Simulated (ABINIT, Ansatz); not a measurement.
# Quasiparticle gap of CsPbCl3 (R32) in ABINIT, part 2 of 3

Aim: the G0W0 gap of CsPbCl3 (R32) on LDA, step by step.

ABINIT 10.8.3; LDA and many-body steps on it, plane waves. Known limits of the many-body steps: not at the basis limit; exchange with frozen shells missing; no spin-orbit coupling; coarse k mesh.

So far. Step 2 (Ground state): The gap is direct, at (0.500, 0.500, 0.500).

## 3. Bands along the symmetry lines

Level of this step: DFT, LDA, plane waves, norm-conserving pseudopotentials (ABINIT).

Levels along a band path, at the cheap level, show where the edges lie and whether the meshes to come will hold them.

File run.abi:

```
acell 3*1.0 Angstrom
rprim 
  4.003155115600 2.311222683600 3.295555457400
  -4.003155115600 2.311222683600 3.295555457400
  0.000000000000 -4.622445367199 3.295555457400
ntypat 3
znucl 55 82 17
natom 5
typat 1 2 3 3 3
xred 
  0.500000000000 0.500000000000 0.500000000000
  0.000000000000 -0.000000000000 0.000000000000
  0.500000000000 0.018600300000 0.981399700000
  0.018600300000 0.981399700000 0.500000000000
  0.981399700000 0.500000000000 0.018600300000
pp_dirpath "pseudos"
pseudos "Cs.upf, Pb.upf, Cl.upf"
ecut 24
iscf -2
irdden 1
kptopt 0
nkpt 59
kpt 
  0.00000000 0.00000000 0.00000000
  0.06250000 0.06250000 0.06250000
  0.12500000 0.12500000 0.12500000
  0.18750000 0.18750000 0.18750000
  0.25000000 0.25000000 0.25000000
  0.31250000 0.31250000 0.31250000
  0.37500000 0.37500000 0.37500000
  0.43750000 0.43750000 0.43750000
  0.50000000 0.50000000 0.50000000
  0.50067976 0.49932024 0.50000000
  0.50135953 0.49864047 0.50000000
  0.50203929 0.49796071 0.50000000
  0.50271906 0.49728094 0.50000000
  0.50339882 0.49660118 0.50000000
  0.50407859 0.49592141 0.50000000
  0.50475835 0.49524165 0.50000000
  0.50543812 0.49456188 0.50000000
  0.50000000 -0.49456188 0.49456188
  0.50000000 -0.43274165 0.43274165
  0.50000000 -0.37092141 0.37092141
  0.50000000 -0.30910118 0.30910118
  0.50000000 -0.24728094 0.24728094
  0.50000000 -0.18546071 0.18546071
  0.50000000 -0.12364047 0.12364047
  0.50000000 -0.06182024 0.06182024
  0.50000000 0.00000000 0.00000000
  0.43750000 0.00000000 0.00000000
  0.37500000 0.00000000 0.00000000
  0.31250000 0.00000000 0.00000000
  0.25000000 0.00000000 0.00000000
  0.18750000 0.00000000 0.00000000
  0.12500000 0.00000000 0.00000000
  0.06250000 0.00000000 0.00000000
  0.00000000 0.00000000 0.00000000
  0.06216012 -0.06216012 0.00000000
  0.12432024 -0.12432024 0.00000000
  0.18648035 -0.18648035 0.00000000
  0.24864047 -0.24864047 0.00000000
  0.31080059 -0.31080059 0.00000000
  0.37296071 -0.37296071 0.00000000
  0.43512082 -0.43512082 0.00000000
  0.49728094 -0.49728094 -0.00000000
  0.50271906 0.00000000 0.49728094
  0.50237918 0.00000000 0.49762082
  0.50203929 0.00000000 0.49796071
  0.50169941 0.00000000 0.49830059
  0.50135953 0.00000000 0.49864047
  0.50101965 0.00000000 0.49898035
  0.50067976 0.00000000 0.49932024
  0.50033988 0.00000000 0.49966012
  0.50000000 0.00000000 0.50000000
  0.43750000 0.00000000 0.43750000
  0.37500000 0.00000000 0.37500000
  0.31250000 0.00000000 0.31250000
  0.25000000 0.00000000 0.25000000
  0.18750000 0.00000000 0.18750000
  0.12500000 0.00000000 0.12500000
  0.06250000 0.00000000 0.06250000
  0.00000000 0.00000000 0.00000000
istwfk *1
nband 29
nbdbuf 2
tolwfr 1e-08
nstep 40
prtwf 0
prtvol 0
indata_prefix "in"
outdata_prefix "out"
tmpdata_prefix "tmp"
```

On the command line:

```sh
$ OMP_NUM_THREADS=1 mpirun -n 4 abinit run.abi > log
```

Numbers of over 12 decimals in the logs are rounded to 6 here.

What it wrote:

```text
.Version 10.8.3 of ABINIT. v10.8.2 released Aug 2026.

 Symmetries : space group R3 2 (#155); Bravais hR (rhombohedral)
[... echo of the input left out ...]
== DATASET  1 ==================================================================
-   mpi_nproc: 4, omp_nthreads: 1 (-1 if OMP is not activated)

--- !DatasetInfo
iteration_state: {dtset: 1, }
dimensions: {natom: 5, nkpt: 59, mband: 29, nsppol: 1, nspinor: 1, nspden: 1, mpw: 6967, }
cutoff_energies: {ecut:  24.0, pawecutdg:  -1.0, }
electrons: {nelect:   4.40000000E+01, charge:   0.00000000E+00, occopt:   1.00000000E+00, tsmear:   1.00000000E-02, }

 Real(R)+Recip(G) space primitive vectors, cartesian coordinates (Bohr,Bohr^-1):
 R(1)=  7.5648668  4.3675779  6.2276972  G(1)=  0.0660950  0.0381600  0.0535243
 R(2)= -7.5648668  4.3675779  6.2276972  G(2)= -0.0660950  0.0381600  0.0535243
 R(3)=  0.0000000 -8.7351558  6.2276972  G(3)=  0.0000000 -0.0763200  0.0535243
 Unit cell volume ucvol=  1.2345841E+03 bohr^3
 Angles (23,13,12)=  8.96849909E+01  8.96849909E+01  8.96849909E+01 degrees

 getcut: wavevector=  0.0000  0.0000  0.0000  ngfft=  48  48  48
         ecut(hartree)=     24.000   => boxcut(ratio)=   2.02894

--- Pseudopotential description ------------------------------------------------
- Cs Generated using ONCVPSP code by D. R. Hamann
- 55.00000   9.00000  201201                  znucl, zion, pspdat
12 -1012 3 -1 2328                            pspcod,pspxc,lmax,lloc,mmax
     nproj     2     2     2     2
  pspatm : epsatm=   21.68725381
         --- l  ekb(1:nproj) -->
             0    6.247599    0.778427
             1    6.343167    0.797067
             2    3.778962    0.917083
[...]
pspatm: atomic psp has been read  and splines computed

- Pb Generated using ONCVPSP code by D. R. Hamann
- 82.00000  14.00000  180309                  znucl, zion, pspdat
12 -1012 2 -1 1638                            pspcod,pspxc,lmax,lloc,mmax
     nproj     2     2     2     0
  pspatm : epsatm=   44.14136491
         --- l  ekb(1:nproj) -->
[...]
pspatm: atomic psp has been read  and splines computed

- Cl Generated using ONCVPSP code by D. R. Hamann
- 17.00000   7.00000  180309                  znucl, zion, pspdat
12 -1012 2 -1 1016                            pspcod,pspxc,lmax,lloc,mmax
     nproj     2     2     2     0
  pspatm : epsatm=    8.88507506
         --- l  ekb(1:nproj) -->
[...]
pspatm: atomic psp has been read  and splines computed

--------------------------------------------------------------------------------

================================================================================
 prteigrs : about to open file out_EIG
 Non-SCF case, kpt    1 (  0.00000  0.00000  0.00000), residuals and eigenvalues=
  6.98E-09  4.06E-09  6.99E-09  3.18E-09  7.11E-09  4.32E-09  9.58E-09  5.11E-09
[...]
Non-SCF case, kpt   59 (  0.00000  0.00000  0.00000), residuals and eigenvalues=
[...]
-2.0012E-01 -1.1224E-01 -1.1172E-01 -1.1172E-01 -3.7815E-02 -3.7815E-02
 -3.6940E-02 -3.4196E-02 -3.4196E-02 -3.3600E-02  1.6376E-01  2.0522E-01
[...]
--- !ResultsGS
iteration_state: {dtset: 1, }
comment   : Summary of ground state results
lattice_vectors:
- [  7.5648668,   4.3675779,   6.2276972, ]
- [ -7.5648668,   4.3675779,   6.2276972, ]
- [  0.0000000,  -8.7351558,   6.2276972, ]
lattice_lengths: [  10.72787,   10.72787,   10.72787, ]
lattice_angles: [ 89.685,  89.685,  89.685, ] # degrees, (23, 13, 12)
lattice_volume:   1.2345841E+03
convergence: {deltae:  0.000E+00, res2:  0.000E+00, residm:  9.992E-09, diffor:  0.000E+00, }
etotal    :  -1.43164072E+02
entropy   :   0.00000000E+00
fermie    :   4.38588311E-02
cartesian_stress_tensor: null
pressure_GPa: null
xred      :
- [  5.0000E-01,   5.0000E-01,   5.0000E-01, Cs]
- [  0.0000E+00,   0.0000E+00,   0.0000E+00, Pb]
- [  5.0000E-01,   1.8600E-02,   9.8140E-01, Cl]
- [  1.8600E-02,   9.8140E-01,   5.0000E-01, Cl]
- [  9.8140E-01,   5.0000E-01,   1.8600E-02, Cl]
cartesian_forces: null
force_length_stats: {min: null, max: null, mean: null, }

 Integrated electronic density in atomic spheres:
 ------------------------------------------------
 Atom  Sphere_radius  Integrated_density
[...]
================================================================================

 ----iterations are completed or convergence reached----

 Mean square residual over all n,k,spin=   71.353E-10; max=  99.923E-10
 reduced coordinates (array xred) for    5 atoms
[...]
0.018600300000      0.981399700000      0.500000000000
       0.981399700000      0.500000000000      0.018600300000

 cartesian coordinates (angstrom) at end:
    1      0.000000     5e-13     4.943333
    2      0.000000     0.000000     0.000000
    3      1.927118    -3.337866     4.943333
    4     -3.854235     5e-13     4.943333
    5      1.927118     3.337866     4.943333
 length scales=  1.889726125908  1.889726125908  1.889726125908 bohr
              =  1.000000000000  1.000000000000  1.000000000000 angstroms
 prteigrs : about to open file out_EIG
 Eigenvalues (hartree) for nkpt=  59  k points:
 kpt#   1, nband= 29, wtk=  1.00000, kpt=  0.0000  0.0000  0.0000 (reduced coord)
[...]
kpt#   2, nband= 29, wtk=  1.00000, kpt=  0.0625  0.0625  0.0625 (reduced coord)
[...]
kpt#   3, nband= 29, wtk=  1.00000, kpt=  0.1250  0.1250  0.1250 (reduced coord)
[...]
kpt#  58, nband= 29, wtk=  1.00000, kpt=  0.0625  0.0000  0.0625 (reduced coord)
[...]
0.20716    0.23574    0.24099    0.24277    0.25756
 kpt#  59, nband= 29, wtk=  1.00000, kpt=  0.0000  0.0000  0.0000 (reduced coord)
[...]
-0.46462   -0.24136   -0.24136   -0.24120   -0.20012   -0.11224   -0.11172   -0.11172
  -0.03781   -0.03781   -0.03694   -0.03420   -0.03420   -0.03360    0.16376    0.20522
   0.20522    0.23878    0.23878    0.24147    0.26223

== END DATASET(S) ==============================================================
================================================================================

 -outvars: echo values of variables after computation  --------
            nband          29
             nkpt          59
          spgroup         155
 [... the other variables as echoed above ...]

 Calculation completed.
```

The job ended after 2.1 min (4 MPI ranks of Arm Neoverse N1, shared host; peak memory 0.45 GiB).

This step gave:

- gap: 1.964 eV
- k of the valence top: 0.5, 0.5, 0.5
- k of the conduction bottom: 0.5054, 0.4946, 0.5
- least direct gap: 1.965 eV

The gap is 1.964 eV, −0.004 eV from the run before at this level.

Electronic bands along the path, in eV, zero at the top of the highest filled band:

| point | band 19 | band 20 | band 21 | band 22 | band 23 | band 24 | band 25 | band 26 |
| --- | --- | --- | --- | --- | --- | --- | --- | --- |
| Γ | -2.20 | -2.12 | -2.12 | -2.11 | 3.26 | 4.39 | 4.39 | 5.30 |
| halfway | -2.17 | -2.04 | -2.01 | -1.74 | 3.54 | 3.91 | 4.11 | 4.84 |
| T | -1.84 | -1.80 | -1.80 | 0.00 | 1.97 | 1.97 | 1.97 | 5.10 |
| halfway | -1.84 | -1.80 | -1.80 | 0.00 | 1.97 | 1.97 | 1.97 | 5.10 |
| H2 | -1.84 | -1.80 | -1.80 | 0.00 | 1.96 | 1.97 | 1.98 | 5.10 |
| jump to H0 | -1.84 | -1.80 | -1.80 | 0.00 | 1.96 | 1.97 | 1.98 | 5.10 |
| halfway | -2.10 | -2.05 | -1.94 | -1.11 | 2.47 | 3.70 | 3.77 | 5.18 |
| L | -2.24 | -2.22 | -2.20 | -1.46 | 2.97 | 4.67 | 5.10 | 5.27 |
| halfway | -2.22 | -2.17 | -2.16 | -2.04 | 3.74 | 4.52 | 4.76 | 4.85 |
| Γ | -2.20 | -2.12 | -2.12 | -2.11 | 3.26 | 4.39 | 4.39 | 5.30 |
| halfway | -2.26 | -2.18 | -2.02 | -1.95 | 3.94 | 4.15 | 4.59 | 5.09 |
| S0 | -2.39 | -2.32 | -1.81 | -0.73 | 2.51 | 2.52 | 4.85 | 5.47 |
| jump to S2 | -2.39 | -2.32 | -1.81 | -0.73 | 2.51 | 2.52 | 4.85 | 5.47 |
| halfway | -2.39 | -2.32 | -1.81 | -0.72 | 2.51 | 2.52 | 4.85 | 5.47 |
| F | -2.39 | -2.32 | -1.81 | -0.72 | 2.51 | 2.52 | 4.85 | 5.47 |
| halfway | -2.25 | -2.18 | -2.04 | -1.88 | 3.88 | 4.17 | 4.60 | 5.05 |
| Γ | -2.20 | -2.12 | -2.12 | -2.11 | 3.26 | 4.39 | 4.39 | 5.30 |

## 4. Empty states on the mesh, 2×2×2 mesh, 121 bands

The sums over transitions need many empty states on a uniform mesh; this step solves for them.

File run.abi:

```
acell 3*1.0 Angstrom
rprim 
  4.003155115600 2.311222683600 3.295555457400
  -4.003155115600 2.311222683600 3.295555457400
  0.000000000000 -4.622445367199 3.295555457400
ntypat 3
znucl 55 82 17
natom 5
typat 1 2 3 3 3
xred 
  0.500000000000 0.500000000000 0.500000000000
  0.000000000000 -0.000000000000 0.000000000000
  0.500000000000 0.018600300000 0.981399700000
  0.018600300000 0.981399700000 0.500000000000
  0.981399700000 0.500000000000 0.018600300000
pp_dirpath "pseudos"
pseudos "Cs.upf, Pb.upf, Cl.upf"
ecut 24
ngkpt 2 2 2
nshiftk 1
shiftk 0 0 0
kptopt 1
chksymbreak 0
iscf -2
irdden 1
istwfk *1
nband 121
nbdbuf 10
tolwfr 1e-09
nstep 60
prtvol 0
indata_prefix "in"
outdata_prefix "out"
tmpdata_prefix "tmp"
```

What it wrote:

```text
.Version 10.8.3 of ABINIT. v10.8.2 released Aug 2026.

 Symmetries : space group R3 2 (#155); Bravais hR (rhombohedral)
[... echo of the input left out ...]
== DATASET  1 ==================================================================
-   mpi_nproc: 4, omp_nthreads: 1 (-1 if OMP is not activated)

--- !DatasetInfo
iteration_state: {dtset: 1, }
dimensions: {natom: 5, nkpt: 4, mband: 121, nsppol: 1, nspinor: 1, nspden: 1, mpw: 6967, }
cutoff_energies: {ecut:  24.0, pawecutdg:  -1.0, }
electrons: {nelect:   4.40000000E+01, charge:   0.00000000E+00, occopt:   1.00000000E+00, tsmear:   1.00000000E-02, }

 Real(R)+Recip(G) space primitive vectors, cartesian coordinates (Bohr,Bohr^-1):
 R(1)=  7.5648668  4.3675779  6.2276972  G(1)=  0.0660950  0.0381600  0.0535243
 R(2)= -7.5648668  4.3675779  6.2276972  G(2)= -0.0660950  0.0381600  0.0535243
 R(3)=  0.0000000 -8.7351558  6.2276972  G(3)=  0.0000000 -0.0763200  0.0535243
 Unit cell volume ucvol=  1.2345841E+03 bohr^3
 Angles (23,13,12)=  8.96849909E+01  8.96849909E+01  8.96849909E+01 degrees

 getcut: wavevector=  0.0000  0.0000  0.0000  ngfft=  48  48  48
         ecut(hartree)=     24.000   => boxcut(ratio)=   2.02894

--- Pseudopotential description ------------------------------------------------
- Cs Generated using ONCVPSP code by D. R. Hamann
- 55.00000   9.00000  201201                  znucl, zion, pspdat
12 -1012 3 -1 2328                            pspcod,pspxc,lmax,lloc,mmax
     nproj     2     2     2     2
  pspatm : epsatm=   21.68725381
         --- l  ekb(1:nproj) -->
             0    6.247599    0.778427
             1    6.343167    0.797067
             2    3.778962    0.917083
[...]
pspatm: atomic psp has been read  and splines computed

- Pb Generated using ONCVPSP code by D. R. Hamann
- 82.00000  14.00000  180309                  znucl, zion, pspdat
12 -1012 2 -1 1638                            pspcod,pspxc,lmax,lloc,mmax
     nproj     2     2     2     0
  pspatm : epsatm=   44.14136491
         --- l  ekb(1:nproj) -->
[...]
pspatm: atomic psp has been read  and splines computed

- Cl Generated using ONCVPSP code by D. R. Hamann
- 17.00000   7.00000  180309                  znucl, zion, pspdat
12 -1012 2 -1 1016                            pspcod,pspxc,lmax,lloc,mmax
     nproj     2     2     2     0
  pspatm : epsatm=    8.88507506
         --- l  ekb(1:nproj) -->
[...]
pspatm: atomic psp has been read  and splines computed

--------------------------------------------------------------------------------

================================================================================
 prteigrs : about to open file out_EIG
 Non-SCF case, kpt    1 (  0.00000  0.00000  0.00000), residuals and eigenvalues=
  3.79E-10  2.06E-10  3.40E-10  4.36E-10  7.58E-10  5.28E-10  1.79E-10  6.90E-10
  8.37E-10  2.01E-10  6.63E-10  4.68E-10  4.05E-10  4.16E-10  4.61E-10  5.81E-10
  6.10E-10  7.97E-10  9.35E-10  3.20E-10  5.78E-10  6.81E-10  4.66E-10  2.29E-10
[...]
1.41E-04
 -7.2923E-01 -5.6131E-01 -5.6131E-01 -5.5410E-01 -5.5410E-01 -5.5399E-01
 -4.9357E-01 -4.6462E-01 -4.6462E-01 -2.4136E-01 -2.4136E-01 -2.4120E-01
 -2.0012E-01 -1.1224E-01 -1.1172E-01 -1.1172E-01 -3.7815E-02 -3.7815E-02
[...]
1.1536E+00  1.1536E+00  1.1853E+00  1.1883E+00  1.1883E+00  1.2296E+00
  1.2436E+00  1.2436E+00  1.2619E+00  1.2743E+00  1.3029E+00  1.3036E+00
  1.3152E+00
 prteigrs : prtvol=0 or 1, do not print more k-points.

--- !ResultsGS
iteration_state: {dtset: 1, }
comment   : Summary of ground state results
lattice_vectors:
- [  7.5648668,   4.3675779,   6.2276972, ]
- [ -7.5648668,   4.3675779,   6.2276972, ]
- [  0.0000000,  -8.7351558,   6.2276972, ]
lattice_lengths: [  10.72787,   10.72787,   10.72787, ]
lattice_angles: [ 89.685,  89.685,  89.685, ] # degrees, (23, 13, 12)
lattice_volume:   1.2345841E+03
convergence: {deltae:  0.000E+00, res2:  0.000E+00, residm:  9.915E-10, diffor:  0.000E+00, }
etotal    :  -1.43164072E+02
entropy   :   0.00000000E+00
fermie    :   4.38588311E-02
cartesian_stress_tensor: null
pressure_GPa: null
xred      :
- [  5.0000E-01,   5.0000E-01,   5.0000E-01, Cs]
- [  0.0000E+00,   0.0000E+00,   0.0000E+00, Pb]
- [  5.0000E-01,   1.8600E-02,   9.8140E-01, Cl]
- [  1.8600E-02,   9.8140E-01,   5.0000E-01, Cl]
- [  9.8140E-01,   5.0000E-01,   1.8600E-02, Cl]
cartesian_forces: null
force_length_stats: {min: null, max: null, mean: null, }

 Integrated electronic density in atomic spheres:
 ------------------------------------------------
 Atom  Sphere_radius  Integrated_density
[...]
================================================================================

 ----iterations are completed or convergence reached----

 Mean square residual over all n,k,spin=   57.481E-11; max=  99.151E-11
 reduced coordinates (array xred) for    5 atoms
[...]
0.018600300000      0.981399700000      0.500000000000
       0.981399700000      0.500000000000      0.018600300000

 cartesian coordinates (angstrom) at end:
    1      0.000000     5e-13     4.943333
    2      0.000000     0.000000     0.000000
    3      1.927118    -3.337866     4.943333
    4     -3.854235     5e-13     4.943333
    5      1.927118     3.337866     4.943333
 length scales=  1.889726125908  1.889726125908  1.889726125908 bohr
              =  1.000000000000  1.000000000000  1.000000000000 angstroms
 prteigrs : about to open file out_EIG
 Eigenvalues (hartree) for nkpt=   4  k points:
 kpt#   1, nband=121, wtk=  0.12500, kpt=  0.0000  0.0000  0.0000 (reduced coord)
[...]
1.10414    1.11308    1.11308    1.14094    1.15360    1.15360    1.18533    1.18827
   1.18827    1.22964    1.24363    1.24363    1.26189    1.27426    1.30293    1.30358
   1.31525
 prteigrs : prtvol=0 or 1, do not print more k-points.

== END DATASET(S) ==============================================================
================================================================================

 -outvars: echo values of variables after computation  --------
            nband         121
             nkpt           4
          spgroup         155
 [... the other variables as echoed above ...]

 Calculation completed.
```

Elapsed: 58 s, on 4 MPI ranks; peak memory 0.36 GiB.

This step gave:

```
gap                                                           : 1.968 eV
k of the valence top                                          : 0.5, 0.5, 0.5
k of the conduction bottom                                    : 0.5, 0.5, 0.5
least direct gap                                              : 1.968 eV
k points computed                                             : 4
lowest point of the top converged band, above the valence top : 30.21 eV
```

On this mesh the gap is 1.968 eV.

(Part 2 of 3 ends here.)

[Paths, hosts, dates, memory and timing lines, banners, echoed tables and standing remarks are left out of the program output.]

[Logs are printed without paths, hosts, clocks, repeated set-up lines and the standing remarks that a program may print on its own settings, such as how far it seeks lower states.]

[Runs of the session that timed out or met a known fault of the program may be left out.]

[Hosts, paths, dates, database ids (printed as entryN), source tags and the programs' standing remarks are cut or masked in the printed files.]

[G0W0 gaps are taken among the corrected bands and points alone; a level outside them can change the order at an edge.]

[Where Ansatz stands beside ABINIT at settings called matched, ABINIT's density can come from a denser mesh and the files from another edition; pairs whose starting gaps differed by over 0.03 eV were left out, so agreement reads better than it is.]
